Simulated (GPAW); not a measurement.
# Geometry or basis: what sets the conductance of a Mo chain with one H atom in line, part 2 of 2

Aim: the conductance of a Mo chain with one H atom in line after relaxation, and whether geometry, basis or functional moves it most.

GPAW 26.7.0; GPAW LCAO, PAW setups; relaxation of the junction within the symmetry of its start, lead ends held (the session's first sound run).

So far, transmission at the Fermi level (one spin): step 3 (GPAW, dzp) 0.736; step 4 (basis szp(dzp)) 0.712; step 5 (basis sz(dzp)) 0.697.

## Step 6: revPBE in the dzp basis: xc = "revPBE"

Level of this step: GPAW LCAO, PAW setups; Landauer transmission from Green's functions with principal layers (ASE), zero bias (GPAW).

Back in the dzp basis, the functional changes from PBE to revPBE, to set the spread between functionals beside that between bases.

run.py reads:

```python
import json
import numpy as np
from ase import Atoms
from ase.transport.calculators import TransportCalculator
from gpaw import GPAW, FermiDirac
from gpaw.lcao.tools import get_lcao_hamiltonian
from scipy.linalg import eigh

# The junction with lead layers at both ends, along the third cell vector
device = Atoms(
    ['Mo', 'Mo', 'Mo', 'Mo', 'Mo', 'Mo', 'Mo', 'Mo', 'H', 'Mo', 'Mo', 'Mo', 'Mo', 'Mo', 'Mo', 'Mo', 'Mo'],
    positions=[
        [4.50000, 4.50000, 1.12500],
        [4.50000, 4.50000, 3.37500],
        [4.50000, 4.50000, 5.62500],
        [4.50000, 4.50000, 7.87500],
        [4.50000, 4.50000, 10.12500],
        [4.50000, 4.50000, 12.37500],
        [4.50000, 4.50000, 14.62500],
        [4.50000, 4.50000, 16.61929],
        [4.50000, 4.50000, 18.25640],
        [4.50000, 4.50000, 19.89351],
        [4.50000, 4.50000, 21.88780],
        [4.50000, 4.50000, 24.13780],
        [4.50000, 4.50000, 26.38780],
        [4.50000, 4.50000, 28.63780],
        [4.50000, 4.50000, 30.88780],
        [4.50000, 4.50000, 33.13780],
        [4.50000, 4.50000, 35.38780]],
    cell=[[9.0, 0.0, 0.0], [0.0, 9.0, 0.0], [0.0, 0.0, 36.5128]],
    pbc=True)

# One principal layer of the lead: the first 5 atoms of the device
lead = Atoms(
    ['Mo', 'Mo', 'Mo', 'Mo', 'Mo'],
    positions=[
        [4.50000, 4.50000, 1.12500],
        [4.50000, 4.50000, 3.37500],
        [4.50000, 4.50000, 5.62500],
        [4.50000, 4.50000, 7.87500],
        [4.50000, 4.50000, 10.12500]],
    cell=[[9.0, 0.0, 0.0], [0.0, 9.0, 0.0], [0.0, 0.0, 11.25]],
    pbc=True)

settings = dict(mode='lcao', basis='dzp', xc='revPBE', h=0.2,
                occupations=FermiDirac(0.1), maxiter=250,
                mixer=dict(beta=0.1, nmaxold=8, weight=100.0),
                convergence=dict(density=0.0001))
energies = np.arange(-2, 2 + 1e-9, 0.025)
eta = 0.0001
n1, n2 = 1, 1
# k and -k transmit alike, so half of the mesh across the current serves
mesh = [(i, j) for i in range(n1) for j in range(n2) if (i, j) <= (-i % n1, -j % n2)]
weights = np.array([1 if (i, j) == (-i % n1, -j % n2) else 2 for i, j in mesh]) / (n1 * n2)


def ground_state(atoms, size, txt):
    atoms.calc = GPAW(kpts={'size': size, 'gamma': True}, symmetry={'tolerance': 1e-3}, txt=txt, **settings)
    atoms.get_potential_energy()
    return atoms.calc.get_fermi_level()


def blocks(atoms, fermi, points, nz, cells):
    """H - E_F S and S between cell 0 and the cells above it, at each point across the current."""
    kz = np.arange(nz) / nz
    calc = atoms.calc.fixed_density(kpts=[(*k, z) for k in points for z in kz], symmetry='off', txt=None)
    H, S = get_lcao_hamiltonian(calc)
    H = (H - fermi * S).reshape(len(H), len(points), nz, *S.shape[1:])
    S = S.reshape(H.shape[1:])
    phases = [np.exp(-2j * np.pi * kz * R) / nz for R in cells]
    return [(np.einsum('skzij,z->ksij', H, p), np.einsum('kzij,z->kij', S, p)) for p in phases]


def pair(a, b):
    return np.block([[a, b], [b.T.conj(), a]])


def count_channels(h, s, cells, nk=240):
    """Half the number of times that the lead's bands cross each energy, unfolded to its shortest repeat."""
    b = len(h) // cells
    bands = []
    for k in (np.arange(nk + 1) + 0.5) / nk:
        hk, sk = h[:b, :b].copy(), s[:b, :b].copy()
        for R in range(1, cells):
            phase, block = np.exp(2j * np.pi * k * R), slice(R * b, (R + 1) * b)
            hk += h[:b, block] * phase + (h[:b, block] * phase).T.conj()
            sk += s[:b, block] * phase + (s[:b, block] * phase).T.conj()
        w, u = eigh(sk)
        x = u[:, w > 1e-5] / w[w > 1e-5]**0.5  # drop near-dependent combinations
        bands.append(np.r_[eigh(x.T.conj() @ hk @ x, eigvals_only=True), [1e9] * (w <= 1e-5).sum()])
    below = np.array(bands)[:, :, None] < energies
    return (below[1:] != below[:-1]).sum((0, 1)) / 2


fermi_lead = ground_state(lead, (1, 1, 10), 'lead.txt')
fermi_device = ground_state(device, (1, 1, 2), 'device.txt')
T, channels, eigen, tail, misfit, shifts = [], [], [], 0.0, 0.0, []
for first in range(0, len(mesh), 384):
    points = [(i / n1, j / n2) for i, j in mesh[first:first + 384]]
    (H0k, S0k), (H1k, S1k), (H2k, _) = blocks(lead, fermi_lead, points, 5, range(3))
    [(Hk, Sk)] = blocks(device, fermi_device, points, 2, [0])
    tail = max(tail, abs(H2k).max())
    for H0, S0, H1, S1, H, S in zip(H0k, S0k, H1k, S1k, Hk, Sk):
        n = len(S0)
        # Shift the lead onto the potential of the device's first layer
        shift = ((H[:, 0, 0] - H0[:, 0, 0]) / S0[0, 0]).real.mean()
        shifts.append(shift)
        misfit = max(misfit, abs(H[:, :n, :n] - H0 - shift * S0).max())
        Tk, Ck, Ek = [], [], []
        for s in range(len(H)):
            t = s % len(H0)  # a lead without moments serves both spins
            h1, s1 = pair(H0[t] + shift * S0, H1[t] + shift * S1), pair(S0, S1)
            leads = dict(h1=h1, s1=s1, energies=energies, eta=eta, eta1=eta, eta2=eta)
            calc = TransportCalculator(h=H[s], s=S, eigenchannels=3, **leads)
            Tk.append(calc.get_transmission())
            Ek.append(np.sort(calc.eigenchannels_ne, axis=0)[::-1])
            Ck.append(count_channels(h1, s1, 10))
        T.append(Tk)
        channels.append(Ck)
        eigen.append(Ek)
T, channels = np.array(T), np.array(channels)
mean, open_channels = np.einsum('kse,k->se', T, weights), np.einsum('kse,k->se', channels, weights)

print(f'basis functions: device {len(S)}, principal layer {n}')
print(f'Fermi level: lead {fermi_lead:.4f} eV, device {fermi_device:.4f} eV; lead shifted by {np.mean(shifts):.4f} eV')
print(f'largest coupling past the next layer {tail:.2e} eV, largest misfit of the first layer {misfit:.3f} eV')
print('  E-E_F (eV)   ' + 'T (one spin)  channels')
for e, t, c in zip(energies, mean.T, open_channels.T):
    print(f'{e:10.3f}  ', *[f'{x:11.4e}' for x in t], *[f'{x:9.4f}' for x in c])

kT = 8.617333e-5 * 300
fine = np.linspace(energies[0], energies[-1], 4001)
both = np.exp(np.interp(fine, energies, np.log(np.maximum(mean.sum(0) * 2 / len(mean), 1e-30))))
fermi = lambda mu: 1 / (1 + np.exp(np.clip((fine - mu) / kT, -200, 200)))
slope = fermi(0) * (1 - fermi(0)) / kT
G = np.trapezoid(both * slope, fine) / 2
seebeck = -np.trapezoid(both * slope * fine, fine) / (2 * G * 300) * 1e6
print(f'conductance at 300 K: {G:.5g} G0 a cell; thermopower {seebeck:.4g} uV/K')
bias = [0.1, 0.2, 0.5, 1.0, 1.5, 2.0]
current = [38.74 * np.trapezoid(both * (fermi(V / 2) - fermi(-V / 2)), fine) for V in bias]
for V, I in zip(bias, current):
    print(f'current from the zero-bias T(E) at {V} V: {I:.5g} uA')
zero = abs(energies).argmin()
json.dump(dict(energies=energies.tolist(), T=mean.tolist(), channels=open_channels.tolist(), G=G, seebeck=seebeck,
               bias=bias, current=current, tail=tail, misfit=misfit, shift=np.mean(shifts), n_device=len(S), n_lead=n,
               fermi=[fermi_lead, fermi_device], energy=device.get_potential_energy(),
               moments=device.get_magnetic_moments().tolist(), mesh=mesh, weights=weights.tolist(),
               T_k=T[:, :, zero].tolist(), eigen=np.array(eigen[0]).tolist()), open('result.json', 'w'))
```

The run is started by

```
$ OMP_NUM_THREADS=1 OPENBLAS_NUM_THREADS=1 python run.py
```

What it wrote:

```text
basis functions: device 469, principal layer 145
Fermi level: lead -2.6596 eV, device -2.5547 eV; lead shifted by -0.0099 eV
largest coupling past the next layer 2.83e-05 eV, largest misfit of the first layer 0.127 eV
  E-E_F (eV)   T (one spin)  [channel counts left out]
    -2.000    5.0512e-01
    -1.975    4.5624e-01
    -1.950    4.0412e-01
[...]
1.975    9.9796e-01
     2.000    9.8995e-01
conductance at 300 K: 0.71942 G0 a cell; thermopower -3.746 uV/K
current from the zero-bias T(E) at 0.1 V: 5.5743 uA
current from the zero-bias T(E) at 0.2 V: 11.15 uA
current from the zero-bias T(E) at 0.5 V: 27.921 uA
current from the zero-bias T(E) at 1.0 V: 56.251 uA
current from the zero-bias T(E) at 1.5 V: 85.564 uA
current from the zero-bias T(E) at 2.0 V: 116.3 uA
```

Wall time 4.9 min (1 thread of Arm Neoverse V1, shared host); peak memory 1.5 GiB.

This step gave:

```yaml
conductance: 0.7194 G₀
largest_coupling_past_the_next_principal_layer: 2.83e-5 eV
largest_misfit_of_the_first_principal_layer: 0.1273 eV
shift_that_aligns_the_lead: -0.009941 eV
basis_functions_of_the_junction: 469
basis_functions_of_a_principal_layer: 145
transmission_at_the_fermi_level_one_spin: 0.7193
```

One spin. The transmission, zone mean by energy, zero at the Fermi level:

energy (eV), transmission, zone mean and a bar:
```
   -2.000       0.51 #####
   -1.900       0.29 ##
   -1.800       0.11 #
   -1.700       0.06 
   -1.600       0.12 #
   -1.500       0.10 
   -1.475       1.01 ##########
   -1.400       0.31 ###
   -1.300       0.35 ###
   -1.200       0.39 ###
   -1.100       0.41 ####
   -1.000       0.43 ####
   -0.900       0.45 ####
   -0.800       0.48 ####
   -0.700       0.51 #####
   -0.600       0.53 #####
   -0.500       0.56 #####
   -0.400       0.59 ######
   -0.300       0.62 ######
   -0.200       0.65 ######
   -0.100       0.68 #######
    0.000       0.72 #######
    0.100       0.76 #######
    0.200       0.80 ########
    0.300       0.84 ########
    0.400       0.88 #########
    0.500       0.92 #########
    0.600       0.97 ##########
    0.700       1.02 ##########
    0.800       1.08 ###########
    0.900       1.14 ############
    1.000       1.22 ############
    1.100       1.31 #############
    1.200       1.44 ###############
    1.300       1.72 ##################
    1.400       1.52 ################
    1.500       1.68 #################
    1.600       1.88 ###################
    1.700       2.17 #######################
    1.800       2.69 ############################
    1.850       2.87 ##############################
    1.900       1.86 ###################
    2.000       0.99 ##########
```

The conductance, 0.719 G₀, lies 2.3 % below that of the dzp run.

## Step 7: The structure as built: geometry = "as built"

The dzp basis with PBE on the structure as first built shows what the relaxation was worth.

run.py, as its differences from that of step 6:

```diff
@@ -19,5 +19,5 @@
         [4.50000, 4.50000, 14.62500],
-        [4.50000, 4.50000, 16.61929],
+        [4.50000, 4.50000, 16.87500],
         [4.50000, 4.50000, 18.25640],
-        [4.50000, 4.50000, 19.89351],
+        [4.50000, 4.50000, 19.63780],
         [4.50000, 4.50000, 21.88780],
@@ -44,3 +44,3 @@
 
-settings = dict(mode='lcao', basis='dzp', xc='revPBE', h=0.2,
+settings = dict(mode='lcao', basis='dzp', xc='PBE', h=0.2,
                 occupations=FermiDirac(0.1), maxiter=250,
```

What it wrote:

```text
basis functions: device 469, principal layer 145
Fermi level: lead -2.7421 eV, device -2.7523 eV; lead shifted by 0.0030 eV
largest coupling past the next layer 2.80e-05 eV, largest misfit of the first layer 0.038 eV
  E-E_F (eV)   T (one spin)  [channel counts left out]
    -2.000    1.7965e+00
    -1.975    1.8051e+00
    -1.950    1.8128e+00
[...]
1.975    3.0478e+00
     2.000    1.3802e+00
conductance at 300 K: 3.8622 G0 a cell; thermopower -0.06221 uV/K
current from the zero-bias T(E) at 0.1 V: 29.92 uA
current from the zero-bias T(E) at 0.2 V: 59.812 uA
current from the zero-bias T(E) at 0.5 V: 148.93 uA
current from the zero-bias T(E) at 1.0 V: 292.58 uA
current from the zero-bias T(E) at 1.5 V: 425.86 uA
current from the zero-bias T(E) at 2.0 V: 546.32 uA
```

Wall time 5.4 min (1 thread); peak memory 1.5 GiB.

This step gave:

```
conductance                                    : 3.862 G₀
largest coupling past the next principal layer : 2.80e-5 eV
largest misfit of the first principal layer    : 0.03834 eV
shift that aligns the lead                     : 0.002991 eV
transmission at the Fermi level (one spin)     : 3.864
```

The conductance, 3.86 G₀, lies a factor of 5.2 above that of the dzp run.

## Step 8: The ladder

Times are for 1 thread of Arm Neoverse V1, shared host. The series side by side:

```csv
no.,run,conductance (G₀),time,memory (GiB)
1,dzp,0.7362,5 min,1.5
2,szp,0.7116,2.6 min,1.4
3,sz,0.6970,1.7 min,1.4
4,dzp revPBE,0.7194,4.9 min,1.5
5,asbuilt,3.862,5.4 min,1.5
```

## Step 9: Comparison

The curves are compared point by point over the common energies.

This step: comparison of transmission and cost over codes, levels and geometry (GPAW 26.7.0).

Ladder, by row:

```csv
step,code,T at the Fermi level (sum over the listed spins),conductance (G0),r.m.s. T(E) from the first,wall time (s),peak memory (GiB),threads
dzp,GPAW,0.7361,0.7362,0,297.4,1.51,1
szp,GPAW,0.7116,0.7116,0.305,155.3,1.42,1
sz,GPAW,0.6969,0.697,0.3122,103.3,1.35,1
dzp-revPBE,GPAW,0.7193,0.7194,0.1209,293.6,1.5,1
asbuilt,GPAW,3.864,3.862,2.272,322.4,1.51,1
```

The transmission, zone mean, sum over the listed spins by energy, zero at the Fermi level:

```csv
energy (eV),dzp,szp,sz,dzp-revPBE,asbuilt
-2.000,0.471,0.732,0.709,0.505,1.80
-1.800,0.0898,0.451,0.467,0.111,1.84
-1.600,0.137,0.118,0.142,0.120,1.84
-1.500,0.912,0.0667,0.0688,0.105,2.61
-1.475,0.277,0.0702,0.0679,1.01,1.87
-1.400,0.319,0.108,0.0998,0.307,2.09
-1.200,0.394,0.329,0.320,0.387,2.38
-1.000,0.435,0.399,0.390,0.430,2.53
-0.800,0.484,0.469,0.465,0.478,2.68
-0.600,0.542,0.525,0.520,0.534,3.23
-0.400,0.597,0.574,0.568,0.586,3.59
-0.200,0.663,0.638,0.627,0.648,3.82
0.000,0.736,0.712,0.697,0.719,3.86
0.200,0.813,0.788,0.768,0.795,3.84
0.400,0.897,0.871,0.846,0.878,3.79
0.600,0.991,0.963,0.931,0.971,3.74
0.800,1.10,1.07,1.03,1.08,3.63
1.000,1.24,1.21,1.17,1.22,3.48
1.200,1.47,1.52,1.55,1.44,3.25
1.250,1.58,1.71,1.81,1.55,3.16
1.275,1.65,1.86,1.32,1.63,3.11
1.325,1.76,1.35,1.27,1.68,3.01
1.400,1.58,1.42,1.33,1.52,2.95
1.600,1.98,1.66,1.52,1.88,2.96
1.800,2.85,1.96,1.79,2.69,2.95
1.825,2.86,2.01,1.83,2.84,2.96
1.850,2.53,2.05,1.87,2.87,2.96
2.000,1.00,2.43,2.15,0.990,1.38
```

## Step 10: Other settings

One more run, with changed settings.

This step: GPAW LCAO, PAW setups; Landauer transmission from Green's functions with principal layers (ASE), zero bias (GPAW 26.7.0).

run.py, as its differences from that of step 7:

```diff
@@ -19,5 +19,5 @@
         [4.50000, 4.50000, 14.62500],
-        [4.50000, 4.50000, 16.87500],
+        [4.50000, 4.50000, 16.61929],
         [4.50000, 4.50000, 18.25640],
-        [4.50000, 4.50000, 19.63780],
+        [4.50000, 4.50000, 19.89351],
         [4.50000, 4.50000, 21.88780],
@@ -45,3 +45,3 @@
 settings = dict(mode='lcao', basis='dzp', xc='PBE', h=0.2,
-                occupations=FermiDirac(0.1), maxiter=250,
+                occupations=FermiDirac(0.1), maxiter=75,
                 mixer=dict(beta=0.1, nmaxold=8, weight=100.0),
@@ -49,3 +49,3 @@
 energies = np.arange(-2, 2 + 1e-9, 0.025)
-eta = 0.0001
+eta = 0.2
 n1, n2 = 1, 1
```

What it wrote:

```text
basis functions: device 469, principal layer 145
Fermi level: lead -2.7421 eV, device -2.6388 eV; lead shifted by -0.0104 eV
largest coupling past the next layer 2.80e-05 eV, largest misfit of the first layer 0.127 eV
  E-E_F (eV)   T (one spin)  [channel counts left out]
    -2.000    2.1679e+02
    -1.975    2.1799e+02
    -1.950    2.1930e+02
    -1.925    2.2070e+02
    -1.900    2.2219e+02
    -1.875    2.2376e+02
    -1.850    2.2540e+02
    -1.825    2.2708e+02
    -1.800    2.2879e+02
    -1.775    2.3049e+02
    -1.750    2.3213e+02
    -1.725    2.3368e+02
    -1.700    2.3508e+02
    -1.675    2.3623e+02
    -1.650    2.3706e+02
    -1.625    2.3747e+02
[...]
1.825    4.3026e+02
     1.850    4.3328e+02
     1.875    4.3632e+02
     1.900    4.3937e+02
     1.925    4.4244e+02
     1.950    4.4553e+02
     1.975    4.4862e+02
     2.000    4.5173e+02
conductance at 300 K: 290.78 G0 a cell; thermopower -1.377 uV/K
current from the zero-bias T(E) at 0.1 V: 2253 uA
current from the zero-bias T(E) at 0.2 V: 4506.4 uA
current from the zero-bias T(E) at 0.5 V: 11272 uA
current from the zero-bias T(E) at 1.0 V: 22576 uA
current from the zero-bias T(E) at 1.5 V: 33920 uA
current from the zero-bias T(E) at 2.0 V: 45312 uA
```

Elapsed: 4.4 min, on 1 thread; peak memory 1.5 GiB.

The run finished. A setting was moved off its sound value on purpose, so it serves as a test and not as the result.

The fault put into the input: a broadening of tenths of an eV (eta = 0.2).

The two runs compared:

```csv
quantity,this run,sound run,difference
conductance (G₀),290.78,0.73621,290
transmission at the Fermi level (one spin),290.76,0.73613,290
```

One result that differs is the transmission at the Fermi level (one spin), 291 against 0.736.

## Step 11: Outcome

- conductance: 0.736 G₀
- transmission at the Fermi level, mean of the spins: 0.736

**Reading.** In the dzp basis the junction conducts 0.736 G₀ at 300 K, with T = 0.736 a spin at the Fermi level; the sz basis reaches that conductance within 10 %. Relaxation moved atoms by up to 0.26 Å and took the conductance from 3.86 to 0.736 G₀, as a ratio a larger change than the step from dzp to the minimal basis. At the Fermi level the three most open eigenchannels pass 0.39, 0.12 and 0.12. Measured against the first run (dzp), the nearest curve is that of dzp-revPBE (r.m.s. 0.12) and the farthest that of asbuilt (2.3). Over the compared runs wall time goes from 103 s (sz) to 322 s (asbuilt), on a shared host. The leads kept an estimated spacing and the cell its length, so the junction may be under some tension or compression. The geometry comes from the orbital basis, which tends to overbind, and kept the symmetry of the start, so a structure of lower symmetry may lie lower. The run had no spin polarisation, so a magnetic state, which chains and small molecules with open shells often have, wasn't tested. An evenly spaced straight chain is an idealisation: free chains tend to dimerise, zigzag or, where a band edge lies near the Fermi level, turn magnetic. The currents use the zero-bias T(E) throughout, which holds only while the bias is small against the distance to the nearest feature. The thermopower isn't quoted: it samples T(E) farther from the Fermi level than the conductance does, and the energy grid wasn't tested for it.

[Logs are printed without paths, hosts, clocks, repeated set-up lines and the standing remarks that a program may print on its own settings, such as how far it seeks lower states.]

[Hosts, paths, dates, database ids (printed as entryN), source tags and the programs' standing remarks are cut or masked in the printed files.]
